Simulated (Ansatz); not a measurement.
## Li4BCl: relaxing a made-up structure

Starting from a made-up structure for Li4BCl, the aim is the relaxed cell, its shortest contacts and, where a second run follows, its electronic structure.

Method: DFT, PBE, plane-wave PAW, files of the set soft_1, scalar-relativistic, no spin, cell and ions relaxed at zero pressure; PAW set soft_1, in the first sound run; inputs show where later runs differ, in Ansatz 0.2.0.

**1. The starting structure**

The structure is trigonal, space group R-3m (No. 166). The conventional cell has a = 3.504 Å, b = 3.504 Å, c = 19.311 Å, α = 90.00°, β = 90.00°, γ = 120.00°. Nearest to Cl lie 6 Li at 2.40 Å. Nearest to B lie 8 Li at 1.93 to 2.03 Å. Nearest to Li lie 3 B at 2.03 Å and 3 Li at 2.05 Å. Nearest to Li lie 1 B at 1.93 Å and 3 Cl at 2.40 Å. Farther neighbours and most contacts between anions are not listed.

**2. Relaxation of the guess**

The guess takes its coordinates from another compound and its volume from a rule, so the cell and any free coordinates are relaxed together.

input.yaml reads:

```yaml
crystal:
  lattice:
    - [1.752, 1.011517672, 6.437]
    - [-1.752, 1.011517672, 6.437]
    - [0.0, -2.023035343, 6.437]
  atoms:
    - { symbol: Cl, position: [0.5, 0.5, 0.5] }
    - { symbol: B, position: [0.0, 0.0, 0.0] }
    - { symbol: Li, position: [0.342433331, 0.342433331, 0.342433331] }
    - { symbol: Li, position: [0.657566669, 0.657566669, 0.657566669] }
    - { symbol: Li, position: [0.099899998, 0.099899998, 0.099899998] }
    - { symbol: Li, position: [0.900100002, 0.900100002, 0.900100002] }
kpoints:
  mp_grid: { grid: [9, 9, 9] }
scf:
  occupations: { method: fermi_dirac, width: 0.05 }
hamiltonian:
  xc: pbe
  pseudopotentials: { kind: paw, azcp: { folder: soft_1 } }
relax:
  f_tol: 0.015
  max_steps: 70
  cell: {}
output:
  forces: true
  stress: true
```

On the command line:

```console
ansatz run input.yaml --threads 4 --pin off --max-ram 10240MiB --backend cpu --events-out ev --progress --plain --runs-dir out
```

Numbers of over 12 decimals in the logs are rounded to 6 here.

Log:

```text
basis.fft_grid_basis auto: the FFT boxes are laid along the combinations [[1, 0, -1], [0, 1, -1], [0, 0, 1]] of the cell's own vectors, 3.504, 3.504 and 6.747 Å long. The dense box has 24×24×48 points. Along the cell's own vectors, as sized, it would have 48×48×48, 4.00 times as many. Of the 12 symmetry operations that the crystal satisfies within crystal.symmetry.tolerance (time reversal apart; of a slab, those that [...]
Engine: ansatz 0.2.0, aarch64-unknown-linux-gnu
Pseudopotentials: kind: paw
Pseudopotential: Cl, paw, valence charge 7, recommended cutoff 420 eV (normal), soft_1/Cl.paw.azcp
Pseudopotential: B, paw, valence charge 3, recommended cutoff 420 eV (normal), soft_1/B.paw.azcp
Pseudopotential: Li, paw, valence charge 3, recommended cutoff 420 eV (normal), soft_1/Li.paw.azcp
Functional definition: PBE
  parameter kappa = 0.804
  parameter beta = 0.066725
  exchange = pbe_x(kappa = kappa, mu = beta*pi^2/3)
  correlation = pbe_c(beta = beta)
Crystal: 6 atoms, lattice volume = 68.445 Å³
Basis set: ecut = 420 eV, 1323 PW (Γ), FFT grids on a1−a3, a2−a3, a3, exchange–correlation on 48×48×96 points (8 copies of the dense FFT grid, shifted against one another)
Bands: 17, of which v1, the nominal top of the filled ones, is band 11 counted from 1 (10 counted from 0)
Symmetry: 12 space group operations
Space group: R-3m (ITA 166), of the structure as read, at distance tolerance 4.1e-5 Å
k-points: 85 of 729
Non-local potential: Cl, projectors of the file, l = 0: 2, l = 1: 2, l = 2: 1
Non-local potential: B, projectors of the file, l = 0: 2, l = 1: 2, l = 2: 1
Non-local potential: Li, projectors of the file, l = 0: 3, l = 1: 2, l = 2: 1
PAW form: soft (Blöchl's): semilocal exchange-correlation on the pseudo side does not see the compensation charge
PAW one-centre angular grid: Cl, 110 points (default); XC on 64 Gauss nodes
PAW one-centre angular grid: B, 110 points (default); XC on 64 Gauss nodes
PAW one-centre angular grid: Li, 110 points (default); XC on 96 Gauss nodes
Initial density: superposition of atomic densities (chi_scale 0.1, normalization cell, long waves kept (reshape's long-wave potential 0.66 eV rms))
Initial wavefunctions: pseudopotential atomic-orbital guess
Functional: x = pbe(κ = 0.804, μ = 0.219515), c = pbe(β = 0.066725)
SCF iter   1: F=—  HF=-2076.384323 eV  |F-HF|=—  |Δ(HF+E_count)|=         —  Δρ=1.99e-1  dr2=1.31e2  ethr=3.10e-3  ⟨swp⟩=6.3  Hψ=8704  notcnv=0
preconditioner: auto → Kerker (q_TF=auto, 2.258 Å⁻¹)  [metal: Δε(μ)=0.074 eV  Ē_g=9.994 eV  σ=0.050 eV  W_gap=0.35  n_scr=16 (ndim 8)  ℏωp=16.8 eV  f_vac=0.000  D(μ)=0.94/eV (n_scr^D=2)]
SCF iter   2: F=—  HF=-2056.909739 eV  |F-HF|=—  |Δ(HF+E_count)|=    1.95e1  Δρ=5.67e-2  dr2=9.56e0  ethr=3.10e-3  ⟨swp⟩=4.7  Hψ=4547  notcnv=0  defer=57
SCF iter   3: F=—  HF=-2055.350586 eV  |F-HF|=—  |Δ(HF+E_count)|=    1.56e0  Δρ=3.59e-2  dr2=3.89e0  ethr=3.10e-3  ⟨swp⟩=3.4  Hψ=2816  notcnv=0  defer=85
SCF iter   4: F=—  HF=-2054.025180 eV  |F-HF|=—  |Δ(HF+E_count)|=    1.33e0  Δρ=1.60e-2  dr2=5.94e-1  ethr=3.10e-3  ⟨swp⟩=4.3  Hψ=3760  notcnv=0  defer=85
SCF iter   5: F=—  HF=-2053.874937 eV  |F-HF|=—  |Δ(HF+E_count)|=   1.50e-1  Δρ=6.19e-3  dr2=1.22e-1  ethr=2.70e-3  ⟨swp⟩=3.6  Hψ=2912  notcnv=0  defer=85
SCF iter   6: F=—  HF=-2053.840884 eV  |F-HF|=—  |Δ(HF+E_count)|=   3.41e-2  Δρ=2.95e-3  dr2=2.43e-2  ethr=5.54e-4  ⟨swp⟩=4.5  Hψ=2583  notcnv=0  defer=90
SCF iter   7: F=—  HF=-2053.833362 eV  |F-HF|=—  |Δ(HF+E_count)|=   7.52e-3  Δρ=7.58e-4  dr2=5.63e-4  ethr=1.10e-4  ⟨swp⟩=4.6  Hψ=3313  notcnv=0  defer=90
SCF iter   8: F=—  HF=-2053.833569 eV  |F-HF|=—  |Δ(HF+E_count)|=   2.07e-4  Δρ=1.64e-4  dr2=3.98e-5  ethr=2.56e-6  ⟨swp⟩=2.1  Hψ=2127  notcnv=0  defer=90
SCF iter   9: F=—  HF=-2053.833566 eV  |F-HF|=—  |Δ(HF+E_count)|=   2.85e-6  Δρ=4.69e-5  dr2=1.68e-6  ethr=1.81e-7  ⟨swp⟩=2.1  Hψ=1907  notcnv=0  defer=88
SCF iter  10: F=—  HF=-2053.833568 eV  |F-HF|=—  |Δ(HF+E_count)|=   1.83e-6  Δρ=1.25e-5  dr2=1.66e-7  ethr=7.66e-9  ⟨swp⟩=2.0  Hψ=1910  notcnv=0  defer=87
SCF iter  11: F=-2053.833568 eV  HF=-2053.833568 eV  |F-HF|=2.73e-9  |Δ(HF+E_count)|=   6.33e-8  Δρ=3.00e-6  dr2=7.85e-9  ethr=4.55e-10  ⟨swp⟩=4.0  Hψ=4262  notcnv=0
SCF 1 converged in 11 iterations: F = -2053.833568 eV  dr2 = 7.85e-9
  greatest PAW one-centre occupation: 1.000 electrons in one spin orbital (limit 2), on the Li atom at site 3 (counted from 0), in its partial waves of l = 0
relax step   1: F+E_penalty+E_count = -2053.83356771 eV  Δ(F+E_penalty+E_count) = +0.000e0 eV  max|allowed force component| = 1.359e0 eV/Å  Δτ_max = 0.0000 Å  P = +20.781 GPa  Ω = 68.445 Å³  (11 SCF iters, dr2 threshold 1.00e-7 eV, accepted)
Crystal: 6 atoms, lattice volume = 78.538 Å³
Basis set: ecut = 420 eV, 1535 PW (Γ), FFT grids on a1−a3, a2−a3, a3, exchange–correlation on 48×48×96 points (8 copies of the dense FFT grid, shifted against one another)
Initial density: handed on by an earlier stage of this run
Initial wavefunctions: those handed on with the density
SCF iter   1: F=—  HF=-2055.366638 eV  |F-HF|=—  |Δ(HF+E_count)|=         —  Δρ=2.25e-2  dr2=1.62e0  ethr=3.10e-3  ⟨swp⟩=6.2  Hψ=8057  notcnv=0
preconditioner: auto → Kerker (q_TF=auto, 2.207 Å⁻¹)  [metal: Δε(μ)=0.019 eV  Ē_g=8.342 eV  σ=0.050 eV  W_gap=0.10  n_scr=16 (ndim 8)  ℏωp=14.5 eV  f_vac=0.000  D(μ)=3.87/eV (n_scr^D=36)]
SCF iter   2: F=—  HF=-2055.125308 eV  |F-HF|=—  |Δ(HF+E_count)|=   2.41e-1  Δρ=1.11e-2  dr2=6.07e-1  ethr=3.10e-3  ⟨swp⟩=1.9  Hψ=2316  notcnv=0  defer=33
SCF iter   3: F=—  HF=-2054.980628 eV  |F-HF|=—  |Δ(HF+E_count)|=   1.45e-1  Δρ=4.57e-3  dr2=1.11e-1  ethr=2.76e-3  ⟨swp⟩=2.2  Hψ=1916  notcnv=0  defer=46
SCF iter   4: F=—  HF=-2054.935958 eV  |F-HF|=—  |Δ(HF+E_count)|=   4.47e-2  Δρ=2.53e-3  dr2=7.40e-3  ethr=5.06e-4  ⟨swp⟩=3.1  Hψ=2668  notcnv=0  defer=92
SCF iter   5: F=—  HF=-2054.935805 eV  |F-HF|=—  |Δ(HF+E_count)|=   1.53e-4  Δρ=9.65e-4  dr2=1.32e-3  ethr=3.36e-5  ⟨swp⟩=2.0  Hψ=1695  notcnv=0  defer=92
SCF iter   6: F=—  HF=-2054.936087 eV  |F-HF|=—  |Δ(HF+E_count)|=   2.82e-4  Δρ=2.65e-4  dr2=1.03e-4  ethr=6.00e-6  ⟨swp⟩=2.3  Hψ=1954  notcnv=0  defer=92
SCF iter   7: F=—  HF=-2054.936101 eV  |F-HF|=—  |Δ(HF+E_count)|=   1.44e-5  Δρ=6.24e-5  dr2=3.65e-6  ethr=4.68e-7  ⟨swp⟩=2.1  Hψ=1850  notcnv=0  defer=92
SCF iter   8: F=-2054.936104 eV  HF=-2054.936104 eV  |F-HF|=2.71e-8  |Δ(HF+E_count)|=   2.46e-6  Δρ=1.15e-5  dr2=1.34e-7  ethr=2.73e-9  ⟨swp⟩=5.0  Hψ=4714  notcnv=0
SCF 2 converged in 8 iterations: F = -2054.936104 eV  dr2 = 1.34e-7
[...]
SCF iter   4: F=—  HF=-2055.504088 eV  |F-HF|=—  |Δ(HF+E_count)|=   2.99e-2  Δρ=1.96e-3  dr2=1.49e-2  ethr=3.97e-4  ⟨swp⟩=2.6  Hψ=2524  notcnv=0  defer=90
SCF iter   5: F=—  HF=-2055.499671 eV  |F-HF|=—  |Δ(HF+E_count)|=   4.42e-3  Δρ=1.07e-3  dr2=1.95e-3  ethr=6.77e-5  ⟨swp⟩=2.3  Hψ=2149  notcnv=0  defer=90
SCF iter   6: F=—  HF=-2055.499830 eV  |F-HF|=—  |Δ(HF+E_count)|=   1.59e-4  Δρ=3.13e-4  dr2=1.89e-4  ethr=8.85e-6  ⟨swp⟩=2.7  Hψ=2351  notcnv=0  defer=90
SCF iter   7: F=—  HF=-2055.499898 eV  |F-HF|=—  |Δ(HF+E_count)|=   6.81e-5  Δρ=1.01e-4  dr2=1.07e-5  ethr=8.61e-7  ⟨swp⟩=2.9  Hψ=2440  notcnv=0  defer=88
SCF iter   8: F=-2055.499907 eV  HF=-2055.499906 eV  |F-HF|=2.81e-7  |Δ(HF+E_count)|=   8.54e-6  Δρ=1.81e-5  dr2=3.04e-7  ethr=2.73e-9  ⟨swp⟩=3.7  Hψ=5606  notcnv=0
SCF 3 converged in 8 iterations: F = -2055.499907 eV  dr2 = 3.04e-7
relax step   3: F+E_penalty+E_count = -2055.49990663 eV  Δ(F+E_penalty+E_count) = -5.638e-1 eV  max|allowed force component| = 3.927e-1 eV/Å  Δτ_max = 0.1346 Å  P = +2.836 GPa  Ω = 89.219 Å³  energy of the carried Pulay correction = -2.419e-3 eV  (8 SCF iters, dr2 threshold 6.00e-7 eV, accepted)
[... from here on, the SCF cycles and remarks between the steps are left out ...]
relax step   4: F+E_penalty+E_count = -2055.65997911 eV  Δ(F+E_penalty+E_count) = -1.601e-1 eV  max|allowed force component| = 8.243e-2 eV/Å  Δτ_max = 0.1949 Å  P = +0.265 GPa  Ω = 93.489 Å³  energy of the carried Pulay correction = -2.840e-3 eV  (8 SCF iters, dr2 threshold 6.00e-7 eV, accepted)
relax step   5: F+E_penalty+E_count = -2055.66673787 eV  Δ(F+E_penalty+E_count) = -6.759e-3 eV  max|allowed force component| = 6.908e-2 eV/Å  Δτ_max = 0.0628 Å  P = -0.156 GPa  Ω = 93.855 Å³  energy of the carried Pulay correction = -2.875e-3 eV  (7 SCF iters, dr2 threshold 6.00e-7 eV, accepted)
relax step   6: F+E_penalty+E_count = -2055.66931743 eV  Δ(F+E_penalty+E_count) = -2.580e-3 eV  max|allowed force component| = 8.622e-3 eV/Å  Δτ_max = 0.0219 Å  P = -0.028 GPa  Ω = 93.702 Å³  energy of the carried Pulay correction = -2.860e-3 eV  (7 SCF iters, dr2 threshold 2.98e-7 eV, accepted)
relax step   7: F+E_penalty+E_count = -2055.66918423 eV  Δ(F+E_penalty+E_count) = +1.332e-4 eV  max|allowed force component| = 3.593e-2 eV/Å  Δτ_max = 0.0111 Å  P = -0.002 GPa  Ω = 93.762 Å³  energy of the carried Pulay correction = -2.866e-3 eV  (7 SCF iters, dr2 threshold 7.22e-8 eV, rejected (line search))
relax step   8: F+E_penalty+E_count = -2055.66968977 eV  Δ(F+E_penalty+E_count) = -3.723e-4 eV  max|allowed force component| = 3.384e-3 eV/Å  Δτ_max = 0.0018 Å  P = -0.009 GPa  Ω = 93.664 Å³  energy of the carried Pulay correction = -2.857e-3 eV  (9 SCF iters, accepted)
relax step   9: F+E_penalty+E_count = -2055.68197827 eV  Δ(F+E_penalty+E_count) = -1.229e-2 eV  max|allowed force component| = 3.459e-3 eV/Å  Δτ_max = 0.0000 Å  P = +0.132 GPa  Ω = 93.664 Å³  stress off target by 1.93e-1 GPa  SCF on the basis re-selected at this cell (its energy is not comparable with the rows above)  (8 SCF iters)
relax step  10: F+E_penalty+E_count = -2055.68218313 eV  Δ(F+E_penalty+E_count) = -2.049e-4 eV  max|allowed force component| = 9.966e-4 eV/Å  Δτ_max = 0.0026 Å  P = +0.046 GPa  Ω = 93.989 Å³  energy of the carried Pulay correction = -2.973e-5 eV  (6 SCF iters, dr2 threshold 9.33e-8 eV, accepted)
relax step  11: F+E_penalty+E_count = -2055.68219486 eV  Δ(F+E_penalty+E_count) = -1.173e-5 eV  max|allowed force component| = 8.044e-4 eV/Å  Δτ_max = 0.0011 Å  P = +0.004 GPa  Ω = 94.144 Å³  energy of the carried Pulay correction = -4.382e-5 eV  (7 SCF iters, dr2 threshold 7.78e-9 eV, accepted)
iter 1 solved again at ethr=3.63e-6 eV; its pass at ethr=3.10e-3 eV (dr2=7.99e-4 eV) is discarded
SCF iter   1: F=—  HF=-2055.682219 eV  |F-HF|=—  |Δ(HF+E_count)|=         —  Δρ=1.96e-5  dr2=1.17e-8  ethr=3.63e-6  ⟨swp⟩=3.0  Hψ=11689  notcnv=0
eigensolver tolerance schedule: the retry pair's looser diagonalisation over-reported the residual by 68502.26 of it (diagonalisation noise at an unbounded share of the residual, at the tolerance the schedule requests for it); recorded, not acted on — ethr = c·dr2/N_el stays at c = 1.0e-1
preconditioner: auto → Kerker (q_TF=auto, 2.141 Å⁻¹)  [metal: Δε(μ)=0.029 eV  Ē_g=7.726 eV  σ=0.050 eV  W_gap=0.15  n_scr=16 (ndim 8)  ℏωp=13.3 eV  f_vac=0.000  D(μ)=3.07/eV (n_scr^D=28)]
SCF iter   2: F=—  HF=-2055.682235 eV  |F-HF|=—  |Δ(HF+E_count)|=   1.54e-5  Δρ=9.91e-6  dr2=2.84e-9  ethr=5.30e-11  ⟨swp⟩=3.7  Hψ=3496  notcnv=0
SCF iter   3: F=—  HF=-2055.682236 eV  |F-HF|=—  |Δ(HF+E_count)|=   1.87e-6  Δρ=2.96e-6  dr2=3.97e-10  ethr=1.29e-11  ⟨swp⟩=2.1  Hψ=1971  notcnv=0
SCF iter   4: F=-2055.682237 eV  HF=-2055.682237 eV  |F-HF|=6.59e-11  |Δ(HF+E_count)|=   1.81e-7  Δρ=1.48e-7  dr2=4.02e-11  ethr=1.00e-12  ⟨swp⟩=3.0  Hψ=5154  notcnv=0
SCF 12 converged in 4 iterations: F = -2055.682237 eV  dr2 = 4.02e-11
relax step  12: F+E_penalty+E_count = -2055.68223661 eV  Δ(F+E_penalty+E_count) = -4.174e-5 eV  max|allowed force component| = 8.105e-4 eV/Å  Δτ_max = 0.0000 Å  P = +0.004 GPa  Ω = 94.144 Å³  stress off target by 6.20e-3 GPa  SCF on the basis re-selected at this cell (its energy is not comparable with the rows above)  (4 SCF iters)
basis re-selected at this cell: Δ(F+E_penalty+E_count) = -4.174e-5 eV, ΔP = +0.000 GPa vs the last step (what re-selecting the basis moved, of the pressure what is left beyond the Pulay correction that the steps carried, after the strain that the cell walked since its last selection, with what the two solves' SCF thresholds leave and, on support functions, any second-order correction that the steps lacked; it is no m [...]
SCF converged after 4 iterations
Free energy (F): -2055.682237 eV
Harris-Foulkes:  -2055.682237 eV  (|F-HF|=6.59e-11)
Internal energy: -2055.657266 eV  (E = F + TS)
E sigma→0 (E₀):  -2055.669751 eV
Entropy (-TS):   -0.024971 eV (-4.162 meV/atom)
Fermi energy:    3.439777 eV
--- Per-component energies (eV) ---
  E_band       = -378.900537
  E_kinetic    = 260.772914
  E_local      = -811.055619  (includes V_loc(G=0)·N_el)
  E_nonlocal   = -36.904966
  E_hartree    = 240.751422
  E_xc         = -173.457505
  E_vxc        = -197.856074  (∫ρ·V_xc dr)
  E_paw        = -833.636284  (= ΣΔE_a)
  E_vpaw       = -75.360711  (= ΣTr[D̂ρ^β])
  E_aug_tail   = 0.001143  (compensation charges beyond the density's cutoff)
  E_ewald      = -702.128371
  E_smearing   = -0.024971  (= −TS)
  E_closure    = 0.000000  (closes the sum)
  Σ components = -2055.682237   (vs F -2055.682237, Δ=0.00e0)
--- Forces (eV/Å), atoms counted from 1 ---
  atom   1  Cl     0.00000000     0.00000000    -0.00000000
  atom   2  B      0.00000000     0.00000000     0.00000000
  atom   3  Li     0.00000000     0.00000000     0.00001795
  atom   4  Li     0.00000000    -0.00000000    -0.00001795
  atom   5  Li     0.00000000    -0.00000000    -0.00081047
  atom   6  Li     0.00000000     0.00000000     0.00081047
  max |Σ_I F_I| component: 8.67e-19 eV/Å
--- Stress (GPa, compression-positive) ---
        0.006198      -0.000000       0.000000
       -0.000000       0.006198      -0.000000
        0.000000      -0.000000       0.000055
  P = ⅓ Tr σ = 0.0042 GPa (0.042 kbar)
--- Relaxed structure (10 steps of the walk, 9 accepted, 2 SCFs on fresh bases) ---
  F+E_penalty+E_count = -2055.68223661 eV   max|allowed force component| = 8.105e-4 eV/Å   (the final SCF, on the basis selected at the relaxed cell)
  cell:  # Å, volume = 94.1436 Å³
    - [1.917867, 1.107281, 7.388625]
    - [-1.917867, 1.107281, 7.388625]
    - [0, -2.214562, 7.388625]
  atoms:
    - { symbol: Cl, position: [0.5, 0.5, 0.500000] }
    - { symbol: B, position: [-2.5639220756951737e-19, -2.563922075695186e-19, -2.563922076692807e-19] }
    - { symbol: Li, position: [0.363656, 0.363656, 0.363656] }
    - { symbol: Li, position: [0.636344, 0.636344, 0.636344] }
    - { symbol: Li, position: [0.105646, 0.105646, 0.105646] }
    - { symbol: Li, position: [0.894354, 0.894354, 0.894354] }
```

It took 17 s on 4 threads of Arm Neoverse V2, shared host; peak memory 0.48 GiB; 64 s of CPU time.

Relaxation path:

| step | energy less that of the first step (eV) | largest force component (eV/Å) | pressure (GPa) | volume (Å³) |
| --- | --- | --- | --- | --- |
| 1 | 0.0000 | 1.3587 | 20.78 | 68.45 |
| 2 | -1.1025 | 0.5820 | 9.80 | 78.54 |
| 3 | -1.6663 | 0.3927 | 2.84 | 89.22 |
| 4 | -1.8264 | 0.0824 | 0.27 | 93.49 |
| 5 | -1.8332 | 0.0691 | -0.16 | 93.85 |
| 6 | -1.8357 | 0.0086 | -0.03 | 93.70 |
| 7 | -1.8356 | 0.0359 | 0.00 | 93.76 |
| 8 | -1.8361 | 0.0034 | -0.01 | 93.66 |
| 9* | -1.8484 | 0.0035 | 0.13 | 93.66 |
| 10 | -1.8486 | 0.0010 | 0.05 | 93.99 |
| 11 | -1.8486 | 0.0008 | 0.00 | 94.14 |
| 12* | -1.8487 | 0.0008 | 0.00 | 94.14 |

Relaxation steps marked * repeat the geometry before them on a plane-wave basis chosen anew for their cell, so energy and pressure can jump there. Relaxation step 7 was tried and not accepted.

The run keeps the 12 symmetry operations that it works with, so distortions that break them were not tested.

| cell as run | before | after | change |
| --- | --- | --- | --- |
| a (Å) | 6.747 | 7.713 | +14.3 % |
| b (Å) | 6.747 | 7.713 | +14.3 % |
| c (Å) | 6.747 | 7.713 | +14.3 % |
| α (°) | 30.10 | 28.79 | -4.3 % |
| β (°) | 30.10 | 28.79 | -4.3 % |
| γ (°) | 30.10 | 28.79 | -4.3 % |
| volume (Å³/atom) | 11.41 | 15.69 | +37.5 % |

The atoms that moved most (Å, as changes of fractional coordinates times the final cell):

| atom | dx | dy | dz | length |
| --- | --- | --- | --- | --- |
| Li3 | 0.000 | 0.000 | 0.470 | 0.470 |
| Li4 | 0.000 | 0.000 | -0.470 | 0.470 |
| Li6 | 0.000 | 0.000 | -0.127 | 0.127 |
| Li5 | 0.000 | 0.000 | 0.127 | 0.127 |

This step gave:

| Item | Value |
| --- | --- |
| free energy | -2055.6822 eV |
| energy at zero smearing | -2055.6698 eV |
| smearing term TS | 0.02497 eV |
| Fermi energy | 3.440 eV |
| electrons | 22 |
| symmetry operations | 12 |
| pressure | 0.004150 GPa |

Shortest distances by pair of elements, guess and relaxed (not always the same contact):

| pair | guess (Å) | relaxed (Å) |
| --- | --- | --- |
| B–Li | 1.929 | 2.314 |
| Li–Li | 2.053 | 2.591 |
| Cl–Li | 2.399 | 2.595 |
| Cl–Cl | 3.504 | 3.836 |
| B–B | 3.504 | 3.836 |

The relaxation ends with a largest force component of 8.1e-4 eV/Å and a pressure of 0.00 GPa.

(Continued in part 2 of 2.)

[Logs are printed without paths, hosts, clocks, repeated set-up lines and the standing remarks that a program may print on its own settings, such as how far it seeks lower states.]

[Hosts, paths, dates, database ids (printed as entryN), source tags and the programs' standing remarks are cut or masked in the printed files.]
